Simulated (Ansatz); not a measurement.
# Structural relaxation of random alloy of the bcc W-Ti line, x = 0.375 (64 atoms), part 2 of 2

Wanted: the relaxed structure of random alloy of the bcc W-Ti line, x = 0.375 (64 atoms) and its electronic structure.

Ansatz 0.2.0; Kohn-Sham DFT, PBE, PAW (set soft_2), plane waves.

The cell: 24 Ti and 40 W. The host structure and its lattice constant were typed by rule, without a check against the phase diagram. No spin–orbit coupling is included.

So far. Step 3 (Cell and atoms relaxed): The relaxation changed the energy by -20.4 meV/atom, and atoms moved by 0.051 Å r.m.s., 0.094 Å at most.

### 5. Single point at the relaxed geometry

One more single point at the end of the walk gives the fuller output and checks the residual forces.

Contents of input.yaml:

```yaml
crystal:
  lattice:
    - [12.74206, -0.00102, 0.00052]
    - [-0.00102, 12.73873, -0.00355]
    - [0.00026, -0.00178, 6.38584]
  atoms:
    - { symbol: Ti, position: [0.00125, 0.99463, 0.998] }
    - { symbol: W, position: [0.12505, 0.12814, 0.23883] }
    - { symbol: Ti, position: [0.00146, 0.99924, 0.4967] }
    - { symbol: Ti, position: [0.12456, 0.12897, 0.75793] }
    [... 54 atom lines left out ...]
    - { symbol: Ti, position: [0.74998, 0.49772, 0.5017] }
    - { symbol: W, position: [0.87418, 0.6255, 0.7491] }
    - { symbol: W, position: [0.752, 0.75053, 0.99869] }
    - { symbol: W, position: [0.87238, 0.87294, 0.2504] }
    - { symbol: W, position: [0.74971, 0.74938, 0.49962] }
    - { symbol: W, position: [0.87292, 0.87448, 0.74654] }
kpoints:
  mp_grid: { grid: [2, 2, 3] }
hamiltonian:
  xc: pbe
scf:
  occupations: { method: fermi_dirac, width: 0.1 }
output:
  forces: true
  stress: true
  populations: true
  dos:
    method: { smearing: { sigma: 0.08 } }
    de: 0.05
    projected: { site_lists: { Ti: [Ti], W: [W] } }
  eigenvalues: true
  write_density: true
  write_potential: true
  volumetric_format: npy
```

Run with:

```bash
> ansatz run input.yaml --threads 4 --pin off --max-ram 15872MiB --backend cpu --events-out ev --progress --plain --runs-dir out
```

Numbers of over 12 decimals in the logs are rounded to 6 here.

The program printed:

```text
[...]
Crystal: 64 atoms, lattice volume = 1036.535 Å³
Basis set: ecut = 420 eV, 20285 PW (Γ), exchange–correlation on 180×180×90 points (8 copies of the dense FFT grid, shifted against one another)
Bands: 509, of which v1, the nominal top of the filled ones, is band 424 counted from 1 (423 counted from 0)
Symmetry: 1 space group operations
[...]
k-points: 8 of 12 (time reversal used)
[...]
SCF iter   1: F=—  HF=-475387.932349 eV  |F-HF|=—  |Δ(HF+E_count)|=         —  Δρ=8.31e-3  dr2=2.83e0  ethr=1.77e-3  ⟨swp⟩=9.0  Hψ=20298  notcnv=0  defer=1
[...]
SCF iter   8: F=-475387.700319 eV  HF=-475387.700319 eV  |F-HF|=2.85e-9  |Δ(HF+E_count)|=   4.66e-9  Δρ=5.02e-7  dr2=3.70e-9  ethr=1.18e-11  ⟨swp⟩=7.1  Hψ=20428  notcnv=0
SCF 1 converged in 8 iterations: F = -475387.700319 eV  dr2 = 3.70e-9
[...]
SCF converged after 8 iterations
Free energy (F): -475387.700319 eV
[...]
Internal energy: -475385.374749 eV  (E = F + TS)
E sigma→0 (E₀):  -475386.537534 eV
Entropy (-TS):   -2.325570 eV (-36.337 meV/atom)
Fermi energy:    18.684100 eV
[...]
--- Forces (eV/Å), atoms counted from 1 ---
  atom   1  Ti    -0.00053608     0.00008989     0.00792388
  atom   2  W     -0.01050280     0.00479629     0.00484046
  atom   3  Ti    -0.00089697     0.01227472     0.01501386
  atom   4  Ti     0.00544047    -0.00506384     0.00175698
  atom   5  W      0.00111090    -0.00063360     0.00067940
  atom   6  W      0.00585992     0.00042535    -0.00357348
  atom   7  Ti    -0.01136658    -0.00142237    -0.00706909
  atom   8  W      0.00891954     0.00008103     0.00182870
  atom   9  W      0.00759750    -0.00108420    -0.00225826
  atom  10  W     -0.00773320    -0.00683792    -0.00039705
  atom  11  W     -0.00715513     0.00741225     0.00707594
  atom  12  W      0.00385851     0.00063343    -0.00560217
  atom  13  Ti     0.00734452     0.00209047     0.00494771
  atom  14  W      0.00451488    -0.00064915     0.00607527
[...]
atom  63  W     -0.00109419     0.00199704     0.00267571
  atom  64  W      0.00224228    -0.00306083     0.00006872
  max |Σ_I F_I| component: 8.78e-6 eV/Å
--- Stress (GPa, compression-positive) ---
        0.029932       0.012884       0.018481
        0.012884       0.017114      -0.001188
        0.018481      -0.001188      -0.000242
  P = ⅓ Tr σ = 0.0156 GPa (0.156 kbar)
--- Band table (eV; the first three rows and the last of 8) ---
[...]
--- Löwdin populations: 64 sites ---
  site symbol       q [e]
     0     Ti     11.7628
     1      W     14.0477
     2     Ti     11.7635
[...]
63      W     13.9156
  spilling = 0.009080 (of n_electrons = 848.000000)
```

The job ended after 8.2 min (4 threads of Arm Neoverse V1, shared host; peak memory 8.8 GiB).

The run gave:

| Item | Value |
| --- | --- |
| free energy | -475387.7003 eV |
| free energy per atom | -7427.9328 eV/atom |
| SCF cycles | 8 |
| pressure | 0.0156 GPa |
| r.m.s. force component | 0.00613 eV/Å |
| longest force | 0.02359 eV/Å |
| Fermi energy | 18.68 eV |
| levels partly filled by over 2 per cent | 217 |
| spilling of the projection | 0.00908 |

Density of states as counts of states in windows of 0.5 eV (from the Fermi level), total and the larger projections:

```
from (eV)  to (eV)  total   W d  Ti d  W s  Ti s
      -10     -8.5    0.0   0.0   0.0  0.0   0.0
     -8.5       -8    0.1   0.0   0.0  0.1   0.0
       -8     -7.5    1.0   0.0   0.0  0.8   0.2
     -7.5       -7    2.4   0.1   0.0  1.8   0.5
       -7     -6.5    2.1   0.1   0.0  1.4   0.5
     -6.5       -6    3.7   0.3   0.1  2.4   0.8
       -6     -5.5    4.3   0.6   0.1  2.7   0.8
     -5.5       -5    7.7   1.9   0.3  4.1   1.1
       -5     -4.5   12.7   6.1   0.8  4.1   1.4
     -4.5       -4   20.5  12.3   1.7  4.4   1.8
       -4     -3.5   24.7  16.3   2.5  3.1   2.4
     -3.5       -3   28.5  19.2   3.9  2.0   2.9
       -3     -2.5   28.0  19.7   4.8  1.1   1.8
     -2.5       -2   34.1  26.7   5.1  0.7   0.7
       -2     -1.5   40.4  29.6   8.0  0.9   0.7
     -1.5       -1   41.6  26.9  10.8  1.3   0.9
       -1     -0.5   43.2  23.2  14.3  1.8   1.4
     -0.5        0   40.0  16.9  17.4  1.7   1.3
        0      0.5   29.6  10.2  14.6  1.3   1.0
      0.5        1   11.8   4.2   5.6  0.2   0.2
        1      1.5   19.7   9.4   8.4  0.3   0.2
      1.5        2   26.7  12.9  12.8  0.3   0.2
```

The stored curve holds about 335 of the 848 electrons; the rest, give or take the few that broadening carries across the Fermi level, lie in deeper levels below its range.

The levels nearest the highest filled one (over half full), pooled over k-points and spins:

```
level less the highest filled one (eV)  occupation
                               -0.0298        1.15
                                -0.018        1.10
                               -0.0154        1.08
                               -0.0081        1.05
                               -0.0042        1.03
                                     0        1.01
                                0.0017       0.997
                                0.0042       0.985
                                0.0048       0.982
                                0.0064       0.974
                                0.0073       0.969
                                0.0099       0.957
```

Valence density in the ab plane at fractional z = 0.000, with atoms of Ti and W within 0.2 Å of it. It is the smooth field of the valence electrons, not physical close to the nuclei.

Values in units of 1e0 e/Å³, 13 rows by 16 columns, each cell a mean:
```
3.7 0.3 0.2 2.1 3.2 0.3 0.3 2.2 2.6 0.4 0.3 2.2 2.8 0.5 0.2 2.4
0.2 0.3 0.3 0.3 0.3 0.3 0.3 0.3 0.3 0.3 0.3 0.3 0.3 0.3 0.3 0.2
3.0 0.3 0.3 2.2 2.6 0.4 0.3 2.0 2.7 0.5 0.3 1.9 2.6 0.5 0.2 1.9
4.8 0.4 0.3 2.9 3.4 0.5 0.3 2.7 3.6 0.6 0.3 2.8 3.7 0.6 0.2 3.2
0.3 0.3 0.3 0.3 0.3 0.2 0.2 0.3 0.3 0.3 0.2 0.3 0.4 0.3 0.2 0.3
1.6 0.4 0.3 1.1 1.4 0.3 0.2 0.7 1.2 0.2 0.3 1.2 1.5 0.3 0.3 1.2
4.2 0.6 0.4 3.6 4.2 0.6 0.2 3.8 6.3 0.4 0.4 3.5 4.2 0.6 0.3 3.4
0.7 0.3 0.3 0.7 0.8 0.3 0.2 0.4 0.7 0.2 0.3 0.6 0.8 0.3 0.3 0.6
0.7 0.3 0.3 0.5 0.7 0.3 0.3 0.6 0.7 0.3 0.3 0.5 0.7 0.3 0.3 0.6
4.2 0.6 0.3 3.3 4.2 0.6 0.4 3.4 4.1 0.6 0.3 3.4 4.2 0.6 0.3 3.4
1.6 0.4 0.3 1.3 1.7 0.4 0.3 1.3 1.7 0.4 0.3 1.3 1.7 0.4 0.3 1.2
0.2 0.2 0.2 0.3 0.3 0.3 0.3 0.3 0.3 0.3 0.2 0.3 0.3 0.3 0.2 0.2
4.2 0.3 0.2 3.0 4.7 0.4 0.3 2.9 3.4 0.5 0.3 2.7 3.4 0.5 0.2 2.7
```
Columns run along a (12.7 Å), rows up along b (12.7 Å). Atoms in or near the plane, at fractional coordinates: Ti at (0.00, 0.99), W at (0.00, 0.25), W at (0.00, 0.50), Ti at (0.00, 0.75), Ti at (0.25, 0.00), W at (0.25, 0.25), W at (0.25, 0.50), W at (0.25, 0.75), W at (0.50, 0.00), W at (0.50, 0.25), Ti at (0.50, 0.50), W at (0.50, 0.75), W at (0.75, 0.00), W at (0.75, 0.25) and more.

Electrostatic potential energy in the ab plane at fractional z = 0.000, with atoms of Ti and W within 0.2 Å of it. With pseudopotentials it is smooth inside the atoms' cores, unlike the true potential.

Values in eV, 13 rows by 16 columns, each cell a mean:
```
 -8  15  19  -1  -7  15  17 -14 -20  13  17 -15 -23  12  18  -3
 18  20  20  18  18  20  20  18  17  20  20  18  17  20  20  19
 -5  15  17 -15 -20  14  18 -12 -21  12  18 -11 -20  13  19   0
-13  13  15 -24 -30  11  17 -22 -32   9  16 -23 -34   9  18  -7
 17  20  20  16  16  20  20  17  15  20  20  16  14  20  20  18
 -6  16  18   1  -3  17  19   9   5  18  19   0  -5  17  19   0
-39   7  14 -32 -39   9  18 -11 -17  11  15 -31 -39   9  15 -29
  7  18  19   8   6  18  20  13  10  18  19   9   7  18  19  10
  8  18  19  11   8  18  19  11   8  19  19  11   8  18  19  11
-39   8  15 -29 -39   7  15 -30 -38   8  15 -30 -39   8  15 -30
 -7  16  18  -1  -8  16  18  -2  -7  16  18  -1  -7  16  19  -1
 18  20  20  18  17  20  20  16  15  19  20  17  16  20  20  19
-10  14  18  -6 -12  13  15 -24 -31  11  16 -22 -30  10  18  -5
```
Columns run along a (12.7 Å; values clipped at the 3rd and 97th percentile), rows up along b (12.7 Å). Atoms in or near the plane, at fractional coordinates: Ti at (0.00, 0.99), W at (0.00, 0.25), W at (0.00, 0.50), Ti at (0.00, 0.75), Ti at (0.25, 0.00), W at (0.25, 0.25), W at (0.25, 0.50), W at (0.25, 0.75), W at (0.50, 0.00), W at (0.50, 0.25), Ti at (0.50, 0.50), W at (0.50, 0.75), W at (0.75, 0.00), W at (0.75, 0.25) and more.

The surroundings of Ti28, picked at random, nearest first, numbered as they follow in the input and with coordinates relative to it.

```
atom      x      y      z  distance (Å)
Ti28   0.00   0.00   0.00          0.00
 W25  -1.63  -1.59   1.54          2.75
 W45   1.61   1.63   1.54          2.76
 W29  -1.63   1.64   1.52          2.77
Ti41   1.62  -1.61   1.61          2.79
Ti27  -1.64  -1.58  -1.67          2.83
Ti47   1.58   1.64  -1.67          2.83
Ti31  -1.62   1.66  -1.67          2.86
 W43   1.61  -1.59  -1.74          2.86
```

### 6. Functional PBEsol

PBEsol restores the gradient expansion of exchange for slowly varying densities and usually gives shorter bonds in solids than PBE.

This step: Kohn-Sham DFT, PBEsol, PAW (set soft_2), plane waves (Ansatz 0.2.0).

input.yaml, as its differences from that of step 5:

```diff
@@ -10,3 +10,3 @@
 hamiltonian:
-  xc: pbe
+  xc: pbesol
 scf:
@@ -22,4 +22 @@
   eigenvalues: true
-  write_density: true
-  write_potential: true
-  volumetric_format: npy
```

The program printed:

```text
[...]
Crystal: 64 atoms, lattice volume = 1036.535 Å³
Basis set: ecut = 420 eV, 20285 PW (Γ), exchange–correlation on 180×180×90 points (8 copies of the dense FFT grid, shifted against one another)
Bands: 509, of which v1, the nominal top of the filled ones, is band 424 counted from 1 (423 counted from 0)
Symmetry: 1 space group operations
[...]
k-points: 8 of 12 (time reversal used)
[...]
SCF iter   1: F=—  HF=-469639.190014 eV  |F-HF|=—  |Δ(HF+E_count)|=         —  Δρ=1.24e-2  dr2=4.93e0  ethr=1.77e-3  ⟨swp⟩=9.2  Hψ=20847  notcnv=0
[...]
SCF iter   6: F=—  HF=-469638.788667 eV  |F-HF|=—  |Δ(HF+E_count)|=   2.00e-4  Δρ=1.21e-5  dr2=1.94e-6  ethr=3.21e-9  ⟨swp⟩=2.0  Hψ=7302  notcnv=0
SCF iter   7: F=-469638.788667 eV  HF=-469638.788667 eV  |F-HF|=6.78e-8  |Δ(HF+E_count)|=   2.77e-7  Δρ=2.37e-6  dr2=9.24e-8  ethr=1.18e-11  ⟨swp⟩=10.0  Hψ=17047  notcnv=0
SCF 1 converged in 7 iterations: F = -469638.788667 eV  dr2 = 9.24e-8
[...]
SCF converged after 7 iterations
Free energy (F): -469638.788667 eV
[...]
Internal energy: -469636.461969 eV  (E = F + TS)
E sigma→0 (E₀):  -469637.625318 eV
Entropy (-TS):   -2.326698 eV (-36.355 meV/atom)
Fermi energy:    18.524723 eV
[...]
Σ components = -469638.788667   (vs F -469638.788667, Δ=0.00e0)
--- Forces (eV/Å), atoms counted from 1 ---
  atom   1  Ti    -0.00121199    -0.04332848     0.00594986
  atom   2  W      0.01067205     0.08327333    -0.07763777
  atom   3  Ti    -0.00951611    -0.05198910     0.01502175
  atom   4  Ti    -0.00150741     0.06319790     0.06907293
[...]
atom  64  W     -0.09179954    -0.02746109    -0.02587393
  max |Σ_I F_I| component: 8.72e-5 eV/Å
--- Stress (GPa, compression-positive) ---
       -7.094858       0.011935       0.022309
        0.011935      -7.104896      -0.007990
        0.022309      -0.007990      -7.108039
  P = ⅓ Tr σ = -7.1026 GPa (-71.026 kbar)
--- Band table (eV; the first three rows and the last of 8) ---
[...]
--- Löwdin populations: 64 sites ---
  site symbol       q [e]
     0     Ti     11.7610
     1      W     14.0511
     2     Ti     11.7616
[...]
63      W     13.9179
  spilling = 0.009015 (of n_electrons = 848.000000)
```

The job ended after 7.3 min (4 threads; peak memory 8.8 GiB; 27 min of CPU time).

Geometry and reference: those of the single point at the relaxed geometry.

Forces differ from those of the single point at the relaxed geometry by 43 meV/Å r.m.s.; the pressure by -7.1 GPa.

### 7. Summary of results

* energy change in the relaxation: -20.35 meV/atom
* r.m.s. displacement: 0.051 Å
* largest displacement: 0.094 Å
* free energy per atom: -7427.9328 eV/atom
* density: 13.62 g/cm³
* pressure: 0.0156 GPa
* r.m.s. force component: 0.00613 eV/Å
* wall time of the 4 DFT runs: 46 min

In words: Relaxation lowers the energy by 20.4 meV/atom and moves atoms by 0.051 Å r.m.s.; the r.m.s. force component goes from 0.36 to 0.0061 eV/Å. Displacements are taken in the final cell, so they leave out its strain. The cell shrank by 2.0 % in volume. First to last step the energy falls by 1.303 eV, across changes of basis; the largest move, 0.09 Å, is that of Ti4. 217 levels are partly filled, by over 2 % (on the run's k-points), as in a metal.

[Logs are printed without paths, hosts, clocks, repeated set-up lines and the standing remarks that a program may print on its own settings, such as how far it seeks lower states.]

[Hosts, paths, dates, database ids (printed as entryN), source tags and the programs' standing remarks are cut or masked in the printed files.]
